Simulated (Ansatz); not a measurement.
# Sr on Al(100): change of the work function, part 3 of 5

Wanted: Δφ(θ) for Sr/Al(100), starting from the hollow site.

Ansatz 0.2.0; plane-wave DFT, r2SCAN, Ansatz PAW (the session's first sound run).

So far, work function, upper face (eV): step 2 (the clean slab) 4.40; step 3 (65 atoms, coverage 0.0625 ML, cell 4x4) 2.70.

**4. Adsorbate added, k-mesh 4×4×1, coverage 0.111 ML**

System of this step: Sr/Al(100). The cell holds 37 atoms: 36 Al and 1 Sr. Its edges and angles: a = 8.591 Å, b = 8.591 Å, c = 26.744 Å, α = 90.0°, β = 90.0°, γ = 90.0°. Vacuum lies along c.

Another coverage, to see how the dipoles act on each other as their distance changes.

input.yaml reads:

```yaml
crystal:
  lattice:
    - [8.5913473914, 0.0, 0.0]
    - [0.0, 8.5913473914, 0.0]
    - [0.0, 0.0, 26.7442541954]
  atoms:
    - { symbol: Al, position: [0.1666666667, 0.1666666667, 0.3365208816] }
    - { symbol: Al, position: [0.0, 0.0, 0.41223808] }
    - { symbol: Al, position: [0.1666666667, 0.1666666667, 0.4896053322] }
    - { symbol: Al, position: [0.0, 0.0, 0.565199976] }
    - { symbol: Al, position: [0.1666666667, 0.5, 0.3365208816] }
    - { symbol: Al, position: [0.0, 0.3333333333, 0.41223808] }
    - { symbol: Al, position: [0.1666666667, 0.5, 0.4896053322] }
    - { symbol: Al, position: [0.0, 0.3333333333, 0.565199976] }
    - { symbol: Al, position: [0.1666666667, 0.8333333333, 0.3365208816] }
    - { symbol: Al, position: [0.0, 0.6666666667, 0.41223808] }
    - { symbol: Al, position: [0.1666666667, 0.8333333333, 0.4896053322] }
    - { symbol: Al, position: [0.0, 0.6666666667, 0.565199976] }
    - { symbol: Al, position: [0.5, 0.1666666667, 0.3365208816] }
    - { symbol: Al, position: [0.3333333333, 0.0, 0.41223808] }
    - { symbol: Al, position: [0.5, 0.1666666667, 0.4896053322] }
    - { symbol: Al, position: [0.3333333333, 0.0, 0.565199976] }
    - { symbol: Al, position: [0.5, 0.5, 0.3365208816] }
    - { symbol: Al, position: [0.3333333333, 0.3333333333, 0.41223808] }
    - { symbol: Al, position: [0.5, 0.5, 0.4896053322] }
    - { symbol: Al, position: [0.3333333333, 0.3333333333, 0.565199976] }
    - { symbol: Al, position: [0.5, 0.8333333333, 0.3365208816] }
    - { symbol: Al, position: [0.3333333333, 0.6666666667, 0.41223808] }
    - { symbol: Al, position: [0.5, 0.8333333333, 0.4896053322] }
    - { symbol: Al, position: [0.3333333333, 0.6666666667, 0.565199976] }
    - { symbol: Al, position: [0.8333333333, 0.1666666667, 0.3365208816] }
    - { symbol: Al, position: [0.6666666667, 0.0, 0.41223808] }
    - { symbol: Al, position: [0.8333333333, 0.1666666667, 0.4896053322] }
    - { symbol: Al, position: [0.6666666667, 0.0, 0.565199976] }
    - { symbol: Al, position: [0.8333333333, 0.5, 0.3365208816] }
    - { symbol: Al, position: [0.6666666667, 0.3333333333, 0.41223808] }
    - { symbol: Al, position: [0.8333333333, 0.5, 0.4896053322] }
    - { symbol: Al, position: [0.6666666667, 0.3333333333, 0.565199976] }
    - { symbol: Al, position: [0.8333333333, 0.8333333333, 0.3365208816] }
    - { symbol: Al, position: [0.6666666667, 0.6666666667, 0.41223808] }
    - { symbol: Al, position: [0.8333333333, 0.8333333333, 0.4896053322] }
    - { symbol: Al, position: [0.6666666667, 0.6666666667, 0.565199976] }
    - { symbol: Sr, position: [0.1666666667, 0.1666666667, 0.6634791184] }
kpoints:
  mp_grid: { grid: [4, 4, 1] }
hamiltonian:
  xc: r2scan
scf:
  occupations: { method: fermi_dirac, width: 0.1 }
  convergence: { dr2_threshold: 1.0e-08 }
efield:
  axis: 3
  dipole_correction: true
  ramp_position: 0.97
  ramp_width: 0.06
relax:
  f_tol: 0.02
  max_steps: 60
  constraints:
    - { sites: [0, 1, 4, 5, 8, 9, 12, 13, 16, 17, 20, 21, 24, 25, 28, 29, 32, 33] }
output:
  bader: true
  write_potential: true
  write_density: true
  volumetric_format: npy
```

The run is started by

```console
$ ansatz run input.yaml --threads 4 --pin off --max-ram 12288MiB --backend cpu --events-out ev --progress --plain --runs-dir out
```

Numbers of over 12 decimals in the logs are rounded to 6 here.

The log of the run:

```text
[...]
Crystal: 37 atoms, lattice volume = 1974.027 Å³
Basis set: ecut = 500 eV, 50153 PW (Γ), exchange–correlation on 256×256×800 points (64 copies of the dense FFT grid, shifted against one another)
Bands: 96, of which v1, the nominal top of the filled ones, is band 59 counted from 1 (58 counted from 0)
Symmetry: 8 space group operations
[...]
k-points: 6 of 16
[...]
SCF iter   1: F=—  HF=-23000.090995 eV  |F-HF|=—  |Δ(HF+E_count)|=         —  Δρ=2.39e-3  dr2=1.63e0  dr2_τ=1.24e-1  ethr=1.77e-3  p=0.731 e·Å  D=6.70e-2 V/Å  ΔV_dip=-1.79 eV  dr2_dipole=8.01e-1  V_vac-E_F(+/−)=2.28/4.07 eV  ⟨swp⟩=18.5  Hψ=5249  notcnv=0  defer=5
[...]
SCF iter  11: F=-23000.300930 eV  HF=-23000.300930 eV  |F-HF|=4.43e-9  |Δ(HF+E_count)|=   2.59e-8  Δρ=2.02e-7  dr2=3.60e-9  dr2_τ=3.97e-11  ethr=8.47e-12  p=0.950 e·Å  D=8.71e-2 V/Å  ΔV_dip=-2.33 eV  dr2_dipole=1.10e-10  V_vac-E_F(+/−)=2.05/4.38 eV  ⟨swp⟩=12.8  Hψ=4332  notcnv=0
SCF 1 converged in 11 iterations: F = -23000.300930 eV  dr2 = 3.60e-9
[...]
relax step   1: F+E_penalty+E_count = -23000.30092999 eV  Δ(F+E_penalty+E_count) = +0.000e0 eV  max|allowed force component| = 5.382e-1 eV/Å  Δτ_max = 0.0000 Å  (11 SCF iters, accepted)
[...]
SCF iter  11: F=-23000.478689 eV  HF=-23000.478689 eV  |F-HF|=2.23e-9  |Δ(HF+E_count)|=   6.91e-9  Δρ=1.37e-7  dr2=8.80e-10  dr2_τ=1.42e-11  ethr=8.47e-12  p=1.005 e·Å  D=9.21e-2 V/Å  ΔV_dip=-2.46 eV  dr2_dipole=6.02e-11  V_vac-E_F(+/−)=1.92/4.39 eV  ⟨swp⟩=11.7  Hψ=4179  notcnv=0
SCF 2 converged in 11 iterations: F = -23000.478689 eV  dr2 = 8.80e-10
relax step   2: F+E_penalty+E_count = -23000.47868853 eV  Δ(F+E_penalty+E_count) = -1.778e-1 eV  max|allowed force component| = 2.730e-1 eV/Å  Δτ_max = 0.1948 Å  (11 SCF iters, accepted)
SCF iter   1: F=—  HF=-23000.267634 eV  |F-HF|=—  |Δ(HF+E_count)|=         —  Δρ=1.53e-3  dr2=2.81e-1  dr2_τ=8.29e-1  ethr=1.86e-3  p=1.005 e·Å  D=9.21e-2 V/Å  ΔV_dip=-2.46 eV  dr2_dipole=5.89e-2  V_vac-E_F(+/−)=1.93/4.40 eV  ⟨swp⟩=6.5  Hψ=2099  notcnv=0  defer=8
[...]
SCF iter   9: F=-23000.509398 eV  HF=-23000.509398 eV  |F-HF|=1.96e-9  |Δ(HF+E_count)|=   1.48e-8  Δρ=4.44e-7  dr2=9.50e-9  dr2_τ=3.07e-10  ethr=8.47e-12  p=1.021 e·Å  D=9.36e-2 V/Å  ΔV_dip=-2.50 eV  dr2_dipole=1.02e-11  V_vac-E_F(+/−)=1.89/4.39 eV  ⟨swp⟩=11.0  Hψ=5004  notcnv=0
SCF 3 converged in 9 iterations: F = -23000.509398 eV  dr2 = 9.50e-9
relax step   3: F+E_penalty+E_count = -23000.50939773 eV  Δ(F+E_penalty+E_count) = -3.071e-2 eV  max|allowed force component| = 7.775e-2 eV/Å  Δτ_max = 0.1620 Å  (9 SCF iters, accepted)
SCF iter   1: F=—  HF=-23000.500341 eV  |F-HF|=—  |Δ(HF+E_count)|=         —  Δρ=2.24e-4  dr2=3.88e-3  dr2_τ=2.45e-2  ethr=5.66e-5  p=1.021 e·Å  D=9.36e-2 V/Å  ΔV_dip=-2.50 eV  dr2_dipole=5.70e-4  V_vac-E_F(+/−)=1.89/4.39 eV  ⟨swp⟩=4.0  Hψ=1643  notcnv=0  defer=16
[...]
SCF iter   8: F=-23000.510843 eV  HF=-23000.510843 eV  |F-HF|=2.77e-9  |Δ(HF+E_count)|=   1.76e-8  Δρ=2.64e-7  dr2=9.30e-9  dr2_τ=8.52e-11  ethr=8.47e-12  p=1.020 e·Å  D=9.35e-2 V/Å  ΔV_dip=-2.50 eV  dr2_dipole=2.18e-9  V_vac-E_F(+/−)=1.89/4.39 eV  ⟨swp⟩=12.5  Hψ=4536  notcnv=0
SCF 4 converged in 8 iterations: F = -23000.510843 eV  dr2 = 9.30e-9
relax step   4: F+E_penalty+E_count = -23000.51084340 eV  Δ(F+E_penalty+E_count) = -1.446e-3 eV  max|allowed force component| = 7.245e-3 eV/Å  Δτ_max = 0.0277 Å  (8 SCF iters, accepted)
[...]
SCF iter   2: F=-23000.510843 eV  HF=-23000.510843 eV  |F-HF|=7.86e-10  |Δ(HF+E_count)|=   2.42e-9  Δρ=1.38e-7  dr2=2.94e-9  dr2_τ=1.80e-11  ethr=7.85e-12  p=1.020 e·Å  D=9.35e-2 V/Å  ΔV_dip=-2.50 eV  dr2_dipole=9.40e-10  V_vac-E_F(+/−)=1.89/4.39 eV  ⟨swp⟩=11.0  Hψ=3879  notcnv=0
SCF 5 converged in 2 iterations: F = -23000.510843 eV  dr2 = 2.94e-9
[...]
SCF converged after 2 iterations
Free energy (F): -23000.510843 eV
[...]
Internal energy: -22999.979187 eV  (E = F + TS)
E sigma→0 (E₀):  -23000.245015 eV
Entropy (-TS):   -0.531657 eV (-14.369 meV/atom)
Fermi energy:    0.459159 eV
Dipole field:    D = 0.093541 V/Å  (p = 1.020451 e·Å, saw-weighted, corrected)
Work function:   Φ+ = 1.8880 eV   Φ− = 4.3897 eV
[...]
--- Forces (eV/Å), atoms counted from 1 ---
  atom   1  Al    -0.00000000     0.00000000     0.09238194
  atom   2  Al    -0.02590404    -0.02590404    -0.01776315
  atom   3  Al     0.00000000     0.00000000     0.00222831
  atom   4  Al     0.00009970     0.00009970     0.00085241
  atom   5  Al     0.00000000     0.03514359     0.05398456
  atom   6  Al    -0.02590404     0.02590404    -0.01776315
  atom   7  Al     0.00000000    -0.00042040     0.00049126
  atom   8  Al     0.00009970    -0.00009970     0.00085241
  atom   9  Al     0.00000000    -0.03514359     0.05398456
  atom  10  Al    -0.01644215     0.00000000    -0.05853035
  atom  11  Al     0.00000000     0.00042040     0.00049126
  atom  12  Al     0.00091349     0.00000000    -0.00018684
  atom  13  Al     0.03514359     0.00000000     0.05398456
  atom  14  Al     0.02590404    -0.02590404    -0.01776315
  atom  15  Al    -0.00042040     0.00000000     0.00049126
  atom  16  Al    -0.00009970     0.00009970     0.00085241
  atom  17  Al     0.00735323     0.00735323     0.02843738
  atom  18  Al     0.02590404     0.02590404    -0.01776315
  atom  19  Al     0.00040768     0.00040768     0.00068836
  atom  20  Al    -0.00009970    -0.00009970     0.00085241
  atom  21  Al     0.00735323    -0.00735323     0.02843738
  atom  22  Al     0.01644215     0.00000000    -0.05853035
  atom  23  Al     0.00040768    -0.00040768     0.00068836
  atom  24  Al    -0.00091349     0.00000000    -0.00018684
  atom  25  Al    -0.03514359     0.00000000     0.05398456
  atom  26  Al     0.00000000    -0.01644215    -0.05853035
  atom  27  Al     0.00042040     0.00000000     0.00049126
  atom  28  Al     0.00000000     0.00091349    -0.00018684
  atom  29  Al    -0.00735323     0.00735323     0.02843738
  atom  30  Al     0.00000000     0.01644215    -0.05853035
  atom  31  Al    -0.00040768     0.00040768     0.00068836
  atom  32  Al     0.00000000    -0.00091349    -0.00018684
  atom  33  Al    -0.00735323    -0.00735323     0.02843738
  atom  34  Al     0.00000000     0.00000000    -0.11866500
  atom  35  Al    -0.00040768    -0.00040768     0.00068836
  atom  36  Al     0.00000000     0.00000000    -0.00063749
  atom  37  Sr     0.00000000     0.00000000    -0.00724935
  max |Σ_I F_I| component: 4.71e-5 eV/Å
--- Band table (eV; the first three rows and the last of 6) ---
  k-point 0: bands = [... 55 lower, 0.0336, 0.0721, 0.1348, 0.1774, 0.1774, 0.2365, 0.3526, 0.4434, ... 33 higher]
  k-point 1: bands = [... 55 lower, -0.1965, 0.2568, 0.2980, 0.5378, 0.5699, 0.8334, 0.8426, 0.9184, ... 33 higher]
  k-point 2: bands = [... 55 lower, -0.5358, 0.3166, 0.4835, 0.5535, 0.5920, 0.6598, 0.7573, 1.0852, ... 33 higher]
  k-point 5: bands = [... 55 lower, 0.6357, 0.7119, 0.7258, 0.8487, 0.9092, 0.9141, 1.0009, 1.0311, ... 33 higher]
--- Relaxed structure (4 steps of the walk, 4 accepted, 0 SCFs on fresh bases) ---
  F+E_penalty+E_count = -23000.51084340 eV   max|allowed force component| = 7.245e-3 eV/Å
  atoms:
    - { symbol: Al, position: [0.166667, 0.166667, 0.336521] }
    - { symbol: Al, position: [1.6666659794015235e-11, 1.6666659794015235e-11, 0.41223808] }
    - { symbol: Al, position: [0.166667, 0.166667, 0.486640] }
    - { symbol: Al, position: [-0.00413288, -0.00413288, 0.559286] }
    - { symbol: Al, position: [0.166667, 0.500000, 0.336521] }
    - { symbol: Al, position: [1.6666659794015235e-11, 0.333333, 0.41223808] }
    - { symbol: Al, position: [0.166667, 0.500763, 0.485734] }
    - { symbol: Al, position: [-0.00413288, 0.337466, 0.559286] }
    - { symbol: Al, position: [0.166667, 0.833333, 0.336521] }
    - { symbol: Al, position: [1.6666659794015235e-11, 0.666667, 0.41223808] }
    - { symbol: Al, position: [0.166667, 0.832570, 0.485734] }
    - { symbol: Al, position: [8.210101561366922e-5, 0.666667, 0.560969] }
    - { symbol: Al, position: [0.500000, 0.166667, 0.336521] }
    - { symbol: Al, position: [0.333333, 1.6666659794015235e-11, 0.41223808] }
    - { symbol: Al, position: [0.500763, 0.166667, 0.485734] }
    - { symbol: Al, position: [0.337466, -0.00413288, 0.559286] }
    - { symbol: Al, position: [0.500000, 0.500000, 0.336521] }
    - { symbol: Al, position: [0.333333, 0.333333, 0.41223808] }
    - { symbol: Al, position: [0.500939, 0.500939, 0.485784] }
    - { symbol: Al, position: [0.337466, 0.337466, 0.559286] }
    - { symbol: Al, position: [0.500000, 0.833333, 0.336521] }
    - { symbol: Al, position: [0.333333, 0.666667, 0.41223808] }
    - { symbol: Al, position: [0.500939, 0.832395, 0.485784] }
    - { symbol: Al, position: [0.333251, 0.666667, 0.560969] }
    - { symbol: Al, position: [0.833333, 0.166667, 0.336521] }
    - { symbol: Al, position: [0.666667, 1.6666659794015235e-11, 0.41223808] }
    - { symbol: Al, position: [0.832570, 0.166667, 0.485734] }
    - { symbol: Al, position: [0.666667, 8.210101561366922e-5, 0.560969] }
    - { symbol: Al, position: [0.833333, 0.500000, 0.336521] }
    - { symbol: Al, position: [0.666667, 0.333333, 0.41223808] }
    - { symbol: Al, position: [0.832395, 0.500939, 0.485784] }
    - { symbol: Al, position: [0.666667, 0.333251, 0.560969] }
    - { symbol: Al, position: [0.833333, 0.833333, 0.336521] }
    - { symbol: Al, position: [0.666667, 0.666667, 0.41223808] }
    - { symbol: Al, position: [0.832395, 0.832395, 0.485784] }
    - { symbol: Al, position: [0.666667, 0.666667, 0.561069] }
    - { symbol: Sr, position: [0.166667, 0.166667, 0.651172] }
--- Bader charges: 37 sites ---
  site symbol  charge [e]  shift [e]
     0     Al      0.0239     0.0000
     1     Al     -0.0071     0.0000
     2     Al     -0.0171     0.0000
     3     Al     -0.2426     0.0000
     4     Al      0.0105     0.0000
     5     Al     -0.0072     0.0000
     6     Al     -0.0229     0.0000
     7     Al     -0.2427     0.0000
     8     Al      0.0105     0.0000
     9     Al     -0.0008     0.0000
    10     Al     -0.0229     0.0000
    11     Al     -0.0540     0.0000
    12     Al      0.0105     0.0000
    13     Al     -0.0071     0.0000
    14     Al     -0.0229     0.0000
    15     Al     -0.2426     0.0000
    16     Al      0.0045     0.0000
    17     Al     -0.0072     0.0000
    18     Al      0.0110     0.0000
    19     Al     -0.2427     0.0000
    20     Al      0.0045     0.0000
    21     Al     -0.0008     0.0000
    22     Al      0.0110     0.0000
    23     Al     -0.0540     0.0000
    24     Al      0.0105     0.0000
    25     Al     -0.0008     0.0000
    26     Al     -0.0229     0.0000
    27     Al     -0.0540     0.0000
    28     Al      0.0045     0.0000
    29     Al     -0.0008     0.0000
    30     Al      0.0110     0.0000
    31     Al     -0.0540     0.0000
    32     Al      0.0045     0.0000
    33     Al     -0.0040     0.0000
    34     Al      0.0110     0.0000
    35     Al     -0.0318     0.0000
    36     Sr      1.2354     0.0000
  estimated error of the sums over rays = 3.7e-4 e
```

Elapsed: 7.9 min, on 4 threads of Arm Neoverse V1, shared host; peak memory 6.8 GiB.

The steps of the relaxation:

```tsv
step	energy less that of the first step (eV)	largest force component (eV/Å)
1	0.0000	0.5382
2	-0.1778	0.2730
3	-0.2085	0.0777
4	-0.2099	0.0072
```

Forces are held to the 8 operations that the run works with; a distortion that breaks them can't arise in this run.

The atoms that moved most (Å):

```tsv
atom	dx	dy	dz	length
Sr37	0.000	0.000	-0.329	0.329
Al4	-0.036	-0.036	-0.158	0.166
Al16	0.036	-0.036	-0.158	0.166
Al8	-0.036	0.036	-0.158	0.166
Al20	0.036	0.036	-0.158	0.166
Al28	0.000	0.001	-0.113	0.113
Al24	-0.001	0.000	-0.113	0.113
Al32	0.000	-0.001	-0.113	0.113
```

Final coordinates:

```cif
data_structure
_symmetry_space_group_name_H-M 'P 1'
_symmetry_Int_Tables_number 1
_cell_length_a 8.5913
_cell_length_b 8.5913
_cell_length_c 26.7443
_cell_angle_alpha 90.000
_cell_angle_beta 90.000
_cell_angle_gamma 90.000
_cell_volume 1974.03
loop_
_atom_site_label
_atom_site_type_symbol
_atom_site_fract_x
_atom_site_fract_y
_atom_site_fract_z
_atom_site_occupancy
Al1 Al 0.16667 0.16667 0.33652 1
Al2 Al 0.00000 0.00000 0.41224 1
Al3 Al 0.16667 0.16667 0.48664 1
Al4 Al 0.99587 0.99587 0.55929 1
Al5 Al 0.16667 0.50000 0.33652 1
Al6 Al 0.00000 0.33333 0.41224 1
Al7 Al 0.16667 0.50076 0.48573 1
Al8 Al 0.99587 0.33747 0.55929 1
Al9 Al 0.16667 0.83333 0.33652 1
Al10 Al 0.00000 0.66667 0.41224 1
Al11 Al 0.16667 0.83257 0.48573 1
Al12 Al 0.00008 0.66667 0.56097 1
Al13 Al 0.50000 0.16667 0.33652 1
Al14 Al 0.33333 0.00000 0.41224 1
Al15 Al 0.50076 0.16667 0.48573 1
Al16 Al 0.33747 0.99587 0.55929 1
Al17 Al 0.50000 0.50000 0.33652 1
Al18 Al 0.33333 0.33333 0.41224 1
Al19 Al 0.50094 0.50094 0.48578 1
Al20 Al 0.33747 0.33747 0.55929 1
Al21 Al 0.50000 0.83333 0.33652 1
Al22 Al 0.33333 0.66667 0.41224 1
Al23 Al 0.50094 0.83239 0.48578 1
Al24 Al 0.33325 0.66667 0.56097 1
Al25 Al 0.83333 0.16667 0.33652 1
Al26 Al 0.66667 0.00000 0.41224 1
Al27 Al 0.83257 0.16667 0.48573 1
Al28 Al 0.66667 0.00008 0.56097 1
Al29 Al 0.83333 0.50000 0.33652 1
Al30 Al 0.66667 0.33333 0.41224 1
Al31 Al 0.83239 0.50094 0.48578 1
Al32 Al 0.66667 0.33325 0.56097 1
Al33 Al 0.83333 0.83333 0.33652 1
Al34 Al 0.66667 0.66667 0.41224 1
Al35 Al 0.83239 0.83239 0.48578 1
Al36 Al 0.66667 0.66667 0.56107 1
Sr37 Sr 0.16667 0.16667 0.65117 1
```

This step gave:

```
energy at zero smearing        : -23000.2450 eV
work function, upper face      : 1.888 eV
dipole along the normal        : 1.020 e·Å
step between the vacuum levels : -2.502 eV
```

The relaxation took 4 steps and lowered the energy by 0.21 eV; the largest force on the free atoms ends at 0.0072 eV/Å.

The covered face has 1.89 eV, -2.52 eV against the clean one; the bare back face has moved by -0.01 eV, a measure of how thin the slab is.

(Part 3 of 5 ends here.)

[Logs are printed without paths, hosts, clocks, repeated set-up lines and the standing remarks that a program may print on its own settings, such as how far it seeks lower states.]

[Hosts, paths, dates, database ids (printed as entryN), source tags and the programs' standing remarks are cut or masked in the printed files.]

[Maps of the electrostatic potential energy from Ansatz leave out the sawtooth potential of an applied field or a dipole correction, so their vacuum need not be flat; planar profiles and work functions include it.]
